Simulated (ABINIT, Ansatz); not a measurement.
# Converging GW for Selenium (P3_121, 3 atoms a cell) in ABINIT

Wanted: a converged G0W0 gap of Selenium (P3_121, 3 atoms a cell), or an estimate of the limit.

Main program and level: ABINIT 10.8.3; PBE and many-body steps on it, plane waves.

### 1. Set-up

It takes space group P3_121 (No. 152, trigonal). Conventional cell: a = 4.366 Å, b = 4.366 Å, c = 4.954 Å, α = 90.00°, β = 90.00°, γ = 120.00°. Nearest to Se lie 2 Se at 2.37 Å.

The cell and positions come from the Crystallography Open Database and are kept as given unless a step says otherwise.

### 2. Empty states on the mesh, 3×3×4 mesh, 451 bands

This step: ABINIT 10.8.3; DFT, PBE, plane waves, norm-conserving pseudopotentials.

The sums over transitions need many empty states on a uniform mesh; this step solves for them.

File run.abi:

```
acell 3*1.0 Angstrom
rprim 
  4.366199999998 0.000000000000 0.000000000000
  -2.183099999999 3.781240118002 0.000000000000
  0.000000000000 0.000000000000 4.953600000000
ntypat 1
znucl 34
natom 3
typat 1 1 1
xred 
  0.225400000000 0.000000000000 0.333333333333
  0.000000000000 0.225400000000 0.666666666667
  0.774600000000 0.774600000000 -0.000000000000
pp_dirpath "pseudos"
pseudos "Se.upf"
ecut 48
ngkpt 3 3 4
nshiftk 1
shiftk 0 0 0
kptopt 1
chksymbreak 0
iscf -2
irdden 1
istwfk *1
nband 451
nbdbuf 40
tolwfr 1e-09
nstep 60
prtvol 0
indata_prefix "in"
outdata_prefix "out"
tmpdata_prefix "tmp"
```

Command:

```
$ OMP_NUM_THREADS=1 mpirun -n 10 abinit run.abi > log
```

Numbers of over 12 decimals in the logs are rounded to 6 here.

Output:

```text
.Version 10.8.3 of ABINIT. v10.8.2 released Aug 2026.

 Symmetries : space group P3_1 2 1 (#152); Bravais hP (primitive hexag.)
[... echo of the input left out ...]
== DATASET  1 ==================================================================
-   mpi_nproc: 10, omp_nthreads: 1 (-1 if OMP is not activated)

--- !DatasetInfo
iteration_state: {dtset: 1, }
dimensions: {natom: 3, nkpt: 10, mband: 451, nsppol: 1, nspinor: 1, nspden: 1, mpw: 8799, }
cutoff_energies: {ecut:  48.0, pawecutdg:  -1.0, }
[...]
5.95050    5.95050    5.96014    5.96015    5.96723    5.97378    5.99829    6.00776
   6.00780    6.01144    6.01153    6.02732    6.02743    6.06064    6.07472    6.10590
   6.11095    6.11700    6.12356
 prteigrs : prtvol=0 or 1, do not print more k-points.

== END DATASET(S) ==============================================================
================================================================================

 -outvars: echo values of variables after computation  --------
            nband         451
             nkpt          10
          spgroup         152
 [... the other variables as echoed above ...]

 Calculation completed.
```

Run time: 5 min. Hardware: 10 MPI ranks of Arm Neoverse V1, shared host; peak memory 1.5 GiB.

Numbers from this step:

| Property | Result |
| --- | --- |
| gap | 1.261 eV |
| k of the valence top | 0.3333, 0.3333, 0.5 |
| k of the conduction bottom | 0.3333, 0.3333, 0.5 |
| least direct gap | 1.261 eV |
| k points computed | 10 |
| lowest point of the top converged band, above the valence top | 150.0482 eV |

On this mesh the gap is 1.261 eV.

The density comes from a self-consistent run that is not shown.

### 3. Screening, 3×3×4 mesh, 82 bands, screening to 76.2 eV

The RPA dielectric matrix is built and inverted for each q.

This step: RPA screening on PBE, plane waves, norm-conserving pseudopotentials.

Changes to run.abi since step 2:

```diff
@@ -21,10 +21,11 @@
 chksymbreak 0
-iscf -2
-irdden 1
 istwfk *1
-nband 451
-nbdbuf 40
-tolwfr 1e-09
-nstep 60
-prtvol 0
+occopt 1
+irdwfk 1
+optdriver 3
+nband 82
+ecuteps 2.8
+inclvkb 2
+awtr 1
+symchi 1
 indata_prefix "in"
```

Command:

```
$ OMP_NUM_THREADS=1 mpirun -n 16 abinit run.abi > log
```

Output:

```text
.Version 10.8.3 of ABINIT. v10.8.2 released Aug 2026.

 Symmetries : space group P3_1 2 1 (#152); Bravais hP (primitive hexag.)
[... echo of the input left out ...]
== DATASET  1 ==================================================================
-   mpi_nproc: 16, omp_nthreads: 1 (-1 if OMP is not activated)

--- !DatasetInfo
iteration_state: {dtset: 1, }
dimensions: {natom: 3, nkpt: 10, mband: 82, nsppol: 1, nspinor: 1, nspden: 1, mpw: 8799, }
cutoff_energies: {ecut:  48.0, pawecutdg:  -1.0, }
electrons: {nelect:   7.20000000E+01, charge:   0.00000000E+00, occopt:   1.00000000E+00, tsmear:   1.00000000E-02, }

 SCREENING: Calculation of the susceptibility and dielectric matrices

 Based on a program developped by R.W. Godby, V. Olevano, G. Onida, and L. Reining.
 Incorporated in ABINIT by V. Olevano, G.-M. Rignanese, and M. Torrent.
.Using double precision arithmetic ; gwpc =  8

[... cell and pseudopotentials left out ...]
--------------------------------------------------------------------------------

 ==== K-mesh for the wavefunctions ====
 Number of points in the irreducible wedge :    10
[... list of points left out ...]
 Together with  6 symmetry operations and time-reversal symmetry
 yields    36 points in the full Brillouin Zone.

 ==== Q-mesh for the screening function ====
 Number of points in the irreducible wedge :    10
[... list of points left out ...]
 Together with  6 symmetry operations and time-reversal symmetry
 yields    36 points in the full Brillouin Zone.

 setmesh: FFT mesh size selected  =    32x   32x   45
          total number of points  =        46080

 vcoul_init : cutoff-mode = AUXILIARY_FUNCTION
 q-points for optical limit:   1
     1)      0.000010    0.000020    0.000030

- screening: taking advantage of time-reversal symmetry
- Maximum band index for partially occupied states nbvw = 36
- Remaining bands to be divided among processors   nbcw = 46
- Number of bands treated by each node ~2

 Number of electrons calculated from density =   72.0000; Expected =   72.0000
 average of density, n =  0.130460
 r_s =    1.2231
 omega_plasma =   34.8413 [eV]

 calculating chi0 at frequencies [eV] :
  1    0.000000E+00    0.000000E+00
  2    0.000000E+00    3.484128E+01

--------------------------------------------------------------------------------
  q-point number  1        q = ( 0.000000, 0.000000, 0.000000) [r.l.u.]
--------------------------------------------------------------------------------
[... chi0 elements left out ...]
 For q-point:  0.000010 0.000020 0.000030
  dielectric constant =  12.4314
  dielectric constant without local fields =  14.2834

  Average fulfillment of the sum rule on Im[epsilon] for q-point    1 :     21.30  [%]
[... wings left out ...]
  q-point number  2        q = ( 0.333333, 0.000000, 0.000000) [r.l.u.]
--------------------------------------------------------------------------------
[... chi0 elements left out ...]
  Average fulfillment of the sum rule on Im[epsilon] for q-point    2 :     24.62  [%]

 [... 8 further q-points ...]
```

Run time: 27 s. Hardware: 16 MPI ranks; peak memory 6.7 GiB.

This step gave:

- ε∞ with local fields, on this mesh, along the program's q direction: 12.43
- the same without local fields: 14.28
- plasma frequency: 34.84 eV
- plane waves in the screening matrix: 121

Local fields lower ε∞ by 13 %. On a Γ-centred mesh this coarse the value itself is usually too large, while a short band sum pulls it down.

### 4. 82 bands, 76.2 eV

The self-energy is evaluated for the states that the input lists, and the levels follow from it, in one-shot runs by the linearised quasiparticle equation.

This step: G0W0 on PBE, plane waves, norm-conserving pseudopotentials.

Changes to run.abi since step 3:

```diff
@@ -24,8 +24,17 @@
 irdwfk 1
-optdriver 3
+optdriver 4
 nband 82
+gwcalctyp 0
+ecutsigx 48
+symsigma 1
+nkptgw 2
+kptgw 
+  0.3333333333 0.3333333333 0.5000000000
+  0.0000000000 0.0000000000 0.0000000000
+bdgw 
+  35 39
+  34 38
 ecuteps 2.8
-inclvkb 2
-awtr 1
-symchi 1
+irdscr 1
+ppmodel 1
 indata_prefix "in"
```

Output:

```text
.Version 10.8.3 of ABINIT. v10.8.2 released Aug 2026.

 Symmetries : space group P3_1 2 1 (#152); Bravais hP (primitive hexag.)
[... echo of the input left out ...]
== DATASET  1 ==================================================================
-   mpi_nproc: 16, omp_nthreads: 1 (-1 if OMP is not activated)

--- !DatasetInfo
iteration_state: {dtset: 1, }
dimensions: {natom: 3, nkpt: 10, mband: 82, nsppol: 1, nspinor: 1, nspden: 1, mpw: 8799, }
cutoff_energies: {ecut:  48.0, pawecutdg:  -1.0, }
electrons: {nelect:   7.20000000E+01, charge:   0.00000000E+00, occopt:   1.00000000E+00, tsmear:   1.00000000E-02, }

 SIGMA: Calculation of the GW corrections

 Based on a program developped by R.W. Godby, V. Olevano, G. Onida, and L. Reining.
 Incorporated in ABINIT by V. Olevano, G.-M. Rignanese, and M. Torrent.
.Using double precision arithmetic ; gwpc =  8

[... cell and pseudopotentials left out ...]
--------------------------------------------------------------------------------

 ==== K-mesh for the wavefunctions ====
 Number of points in the irreducible wedge :    10
[... list of points left out ...]
 Together with  6 symmetry operations and time-reversal symmetry
 yields    36 points in the full Brillouin Zone.

 ==== Q-mesh for screening function ====
 Number of points in the irreducible wedge :    10
[... list of points left out ...]
 Together with  6 symmetry operations and time-reversal symmetry
 yields    36 points in the full Brillouin Zone.

 vcoul_init : cutoff-mode = AUXILIARY_FUNCTION
 q-points for optical limit:   1
     1)      0.000010    0.000020    0.000030
 setmesh: FFT mesh size selected  =    45x   45x   60
          total number of points  =       121500

 Number of electrons calculated from density =   72.0000; Expected =   72.0000
 average of density, n =  0.130460
 r_s =    1.2231
 omega_plasma =   34.8413 [eV]

 === KS Band Gaps ===
  >>>> For spin  1
   Minimum direct gap =   1.2613 [eV], located at k-point      :   0.3333  0.3333  0.5000
   Fundamental gap    =   1.2613 [eV], Top of valence bands at :   0.3333  0.3333  0.5000
                                       Bottom of conduction at :   0.3333  0.3333  0.5000
 SIGMA fundamental parameters:
 PLASMON POLE MODEL  1
 number of plane-waves for SigmaX                 8795
 number of plane-waves for SigmaC and W            121
 number of plane-waves for wavefunctions          8795
 number of bands                                    82
 number of independent spin polarizations            1
 number of spinorial components                      1
 number of k-points in IBZ                          10
 number of q-points in IBZ                          10
 number of symmetry operations                       6
 number of k-points in BZ                           36
 number of q-points in BZ                           36
 number of frequencies for dSigma/dE                 9
 frequency step for dSigma/dE [eV]                0.25
 number of omega for Sigma on real axis              0
 max omega for Sigma on real axis  [eV]           0.00
 zcut for avoiding poles [eV]                     0.10

 EPSILON^-1 parameters (SCR file):
 dimension of the eps^-1 matrix on file            121
 dimension of the eps^-1 matrix used               121
 number of plane-waves for wavefunctions          8795
 number of bands                                    82
 number of q-points in IBZ                          10
 number of frequencies                               2
 number of real frequencies                          1
 number of imag frequencies                          1

 matrix elements of self-energy operator (all in [eV])

 Perturbative Calculation

--- !SelfEnergy_ee
iteration_state: {dtset: 1, }
kpoint     : [   0.333,    0.333,    0.500, ]
spin       : 1
KS_gap     :    1.261
QP_gap     :    1.903
Delta_QP_KS:    0.642
data: !SigmaeeData |
     Band     E0 <VxcDFT>   SigX SigC(E0)      Z dSigC/dE  Sig(E)    E-E0       E
       35   4.066 -14.645 -16.399   2.020   0.788  -0.269 -14.436   0.209   4.275
       36   4.066 -14.645 -16.399   2.020   0.788  -0.269 -14.436   0.209   4.275
       37   5.327 -14.118 -10.310  -2.736   0.794  -0.259 -13.267   0.851   6.178
       38   7.003 -14.216  -9.793  -3.148   0.789  -0.268 -13.210   1.006   8.009
       39   7.003 -14.216  -9.793  -3.148   0.789  -0.268 -13.210   1.006   8.009

--- !SelfEnergy_ee
iteration_state: {dtset: 1, }
kpoint     : [   0.000,    0.000,    0.000, ]
spin       : 1
KS_gap     :    2.305
QP_gap     :    3.142
Delta_QP_KS:    0.838
data: !SigmaeeData |
     Band     E0 <VxcDFT>   SigX SigC(E0)      Z dSigC/dE  Sig(E)    E-E0       E
       34   2.240 -13.218 -16.259   2.969   0.772  -0.295 -13.274  -0.056   2.184
       35   2.240 -13.218 -16.259   2.969   0.772  -0.295 -13.274  -0.056   2.184
       36   3.873 -14.174 -16.657   2.610   0.782  -0.280 -14.075   0.099   3.972
       37   6.177 -14.128  -9.811  -3.130   0.789  -0.267 -13.191   0.937   7.114
       38   6.177 -14.128  -9.811  -3.130   0.789  -0.267 -13.191   0.937   7.114

== END DATASET(S) ==============================================================
================================================================================

 -outvars: echo values of variables after computation  --------
           etotal      0.0000000000E+00
            nband          82
             nkpt          10
          spgroup         152
 [... the other variables as echoed above ...]

 Calculation completed.
```

Run time: 4.1 s. Hardware: 16 MPI ranks; peak memory 2.4 GiB; 64 s of CPU time.

This step gave:

```yaml
g0w0_gap_on_the_points_computed: 1.903 eV
starting_gap_on_the_mesh: 1.261 eV
k_of_the_valence_top: 0.3333, 0.3333, 0.5
k_of_the_conduction_bottom: 0.3333, 0.3333, 0.5
z_at_the_valence_top: 0.788
z_at_the_conduction_bottom: 0.794
least_direct_g0w0_gap_on_the_computed_points: 1.903 eV
```

The gap on the mesh goes from 1.26 eV to 1.90 eV, a correction of +0.64 eV.

### 5. Screening, 3×3×4 mesh, 189 bands, screening to 141.5 eV

This step: RPA screening on PBE, plane waves, norm-conserving pseudopotentials.

Changes to run.abi since step 4:

```diff
@@ -24,17 +24,8 @@
 irdwfk 1
-optdriver 4
-nband 82
-gwcalctyp 0
-ecutsigx 48
-symsigma 1
-nkptgw 2
-kptgw 
-  0.3333333333 0.3333333333 0.5000000000
-  0.0000000000 0.0000000000 0.0000000000
-bdgw 
-  35 39
-  34 38
-ecuteps 2.8
-irdscr 1
-ppmodel 1
+optdriver 3
+nband 189
+ecuteps 5.2
+inclvkb 2
+awtr 1
+symchi 1
 indata_prefix "in"
```

Output:

```text
.Version 10.8.3 of ABINIT. v10.8.2 released Aug 2026.

 Symmetries : space group P3_1 2 1 (#152); Bravais hP (primitive hexag.)
[... echo of the input left out ...]
== DATASET  1 ==================================================================
-   mpi_nproc: 16, omp_nthreads: 1 (-1 if OMP is not activated)

--- !DatasetInfo
iteration_state: {dtset: 1, }
dimensions: {natom: 3, nkpt: 10, mband: 189, nsppol: 1, nspinor: 1, nspden: 1, mpw: 8799, }
cutoff_energies: {ecut:  48.0, pawecutdg:  -1.0, }
electrons: {nelect:   7.20000000E+01, charge:   0.00000000E+00, occopt:   1.00000000E+00, tsmear:   1.00000000E-02, }

 SCREENING: Calculation of the susceptibility and dielectric matrices

 Based on a program developped by R.W. Godby, V. Olevano, G. Onida, and L. Reining.
 Incorporated in ABINIT by V. Olevano, G.-M. Rignanese, and M. Torrent.
.Using double precision arithmetic ; gwpc =  8

[... cell and pseudopotentials left out ...]
--------------------------------------------------------------------------------

 ==== K-mesh for the wavefunctions ====
 Number of points in the irreducible wedge :    10
[... list of points left out ...]
 Together with  6 symmetry operations and time-reversal symmetry
 yields    36 points in the full Brillouin Zone.

 ==== Q-mesh for the screening function ====
 Number of points in the irreducible wedge :    10
[... list of points left out ...]
 Together with  6 symmetry operations and time-reversal symmetry
 yields    36 points in the full Brillouin Zone.

 setmesh: FFT mesh size selected  =    32x   32x   45
          total number of points  =        46080

 vcoul_init : cutoff-mode = AUXILIARY_FUNCTION
 q-points for optical limit:   1
     1)      0.000010    0.000020    0.000030

- screening: taking advantage of time-reversal symmetry
- Maximum band index for partially occupied states nbvw = 36
- Remaining bands to be divided among processors   nbcw = 153
- Number of bands treated by each node ~9

 Number of electrons calculated from density =   72.0000; Expected =   72.0000
 average of density, n =  0.130460
 r_s =    1.2231
 omega_plasma =   34.8413 [eV]

 calculating chi0 at frequencies [eV] :
  1    0.000000E+00    0.000000E+00
  2    0.000000E+00    3.484128E+01

--------------------------------------------------------------------------------
  q-point number  1        q = ( 0.000000, 0.000000, 0.000000) [r.l.u.]
--------------------------------------------------------------------------------
[... chi0 elements left out ...]
 For q-point:  0.000010 0.000020 0.000030
  dielectric constant =  12.3956
  dielectric constant without local fields =  14.3002

  Average fulfillment of the sum rule on Im[epsilon] for q-point    1 :     36.27  [%]
[... wings left out ...]
  q-point number  2        q = ( 0.333333, 0.000000, 0.000000) [r.l.u.]
--------------------------------------------------------------------------------
[... chi0 elements left out ...]
  Average fulfillment of the sum rule on Im[epsilon] for q-point    2 :     38.88  [%]

 [... 8 further q-points ...]
```

The job ended after 1.7 min (16 MPI ranks; peak memory 7.7 GiB; 28 min of CPU time).

Numbers from this step:

| Item | Value |
| --- | --- |
| ε∞ with local fields, on this mesh, along the program's q direction | 12.40 |
| the same without local fields | 14.30 |
| plasma frequency | 34.84 eV |
| plane waves in the screening matrix | 315 |

[end of part 1 of 2]

[Paths, hosts, dates, memory and timing lines, banners, echoed tables and standing remarks are left out of the program output.]

[Logs are printed without paths, hosts, clocks, repeated set-up lines and the standing remarks that a program may print on its own settings, such as how far it seeks lower states.]

[Runs of the session that timed out or met a known fault of the program may be left out.]

[No measured gap is set beside runs whose start may be inverted or whose files or cutoffs have a known fault.]

[Hosts, paths, dates, database ids (printed as entryN), source tags and the programs' standing remarks are cut or masked in the printed files.]

[G0W0 gaps are taken among the corrected bands and points alone; a level outside them can change the order at an edge.]

[Where Ansatz stands beside ABINIT at settings called matched, ABINIT's density can come from a denser mesh and the files from another edition; pairs whose starting gaps differed by over 0.03 eV were left out, so agreement reads better than it is.]
